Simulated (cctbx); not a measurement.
**Accept or mend?**

Cell a = 4.3370 Å, b = 4.3370 Å, c = 6.9060 Å, α = 90.00°, β = 90.00°, γ = 120.00°; space group P-3m1 (no. 164). The compound is LaTi2Ga2.

The data are simulated with cctbx, not measured: Cu Kα, λ = 1.54184 Å, to d = 0.83 Å, 50 % of the full sphere, strongest reflection 40000 counts, noise from counting, a 1.5 % proportional error and a noise floor of 4 counts (s.d.); no absorption.

An anisotropic refinement with weights 1/σ² prints:

```text
Rint 0.014, 100 unique reflections to 0.83 A
cycle     R1     wR2    GooF  max shift (A)
   1  0.0169  0.0428   3.335   0.00092
   2  0.0099  0.0239   1.868   0.00000
final R1 0.0099 wR2 0.0239 GooF 1.868  parameters 8  data/parameter 12.5
atom        x        y        z      Ueq    occ   su(xyz)  su(Uiso or U11)
La1    0.00000  0.00000  0.00000   0.0077  1.000  0.00000  0.0002
Ga1    0.66667  0.33333  0.35746   0.0082  1.000  0.00010  0.0002
V1     0.66667  0.33333  0.73391   0.0121  1.000  0.00015  0.0003
difference map: max 0.40 min -0.58 rms 0.11
Q1    0.0000  0.0000  0.5000    1    0.40  2.69 A from Ga1
Q2    0.0000  0.5000  0.5000    3    0.38  1.59 A from Ga1
Q3    0.0000  0.0000  0.0544    2    0.37  0.38 A from La1
Q4    0.3333  0.6667  0.5908    2    0.35  0.36 A from Ga1
Q5    0.3333  0.6667  0.9714    2    0.23  2.03 A from V1
Q6    0.1028  0.5514  0.3777    6    0.21  1.16 A from V1
```

**Question.** Can this result stand? If not, what is the likely fault?

Mend it. The fault: wrong element: V1 is Ti. Against the right model at the same level, R1 goes from 0.0054 to 0.0099 and GooF from 0.97 to 1.87 and a hole of -0.6 e/Å³ opens. V1 has 1 electron too many and its U swells to shed them, as expected (near an absorption edge f′ can widen the mismatch well beyond the difference in Z).

The compound is LaTi2Ga2. The right model at the same level gives:

```text
Rint 0.014, 100 unique reflections to 0.83 A
cycle     R1     wR2    GooF  max shift (A)
   1  0.0085  0.0223   1.742   0.00102
   2  0.0054  0.0124   0.968   0.00000
final R1 0.0054 wR2 0.0124 GooF 0.968  parameters 8  data/parameter 12.5
atom        x        y        z      Ueq    occ   su(xyz)  su(Uiso or U11)
La1    0.00000  0.00000  0.00000   0.0083  1.000  0.00000  0.0001
Ga1    0.66667  0.33333  0.35743   0.0088  1.000  0.00005  0.0001
Ti1    0.66667  0.33333  0.73389   0.0105  1.000  0.00008  0.0002
difference map: max 0.26 min -0.19 rms 0.05
Q1    0.3333  0.6667  0.5182    2    0.27  0.86 A from Ga1
Q2    0.0000  0.0000  0.5000    1    0.24  2.69 A from Ga1
Q3    0.3333  0.6667  0.7758    2    0.24  0.92 A from Ga1
Q4    0.0000  0.5000  0.5000    3    0.21  1.59 A from Ga1
Q5    0.3333  0.6667  0.9696    2    0.17  2.05 A from Ti1
Q6    0.3333  0.6667  0.1429    2    0.15  0.85 A from Ti1
```

The model was made for the exercise: a known structure type with other elements put in, its volume estimated, not relaxed; displacement parameters are assumed.

[Middle refinement cycles are left out of these outputs.]

[Logs are printed without paths, hosts, clocks, repeated set-up lines and the standing remarks that a program may print on its own settings, such as how far it seeks lower states.]
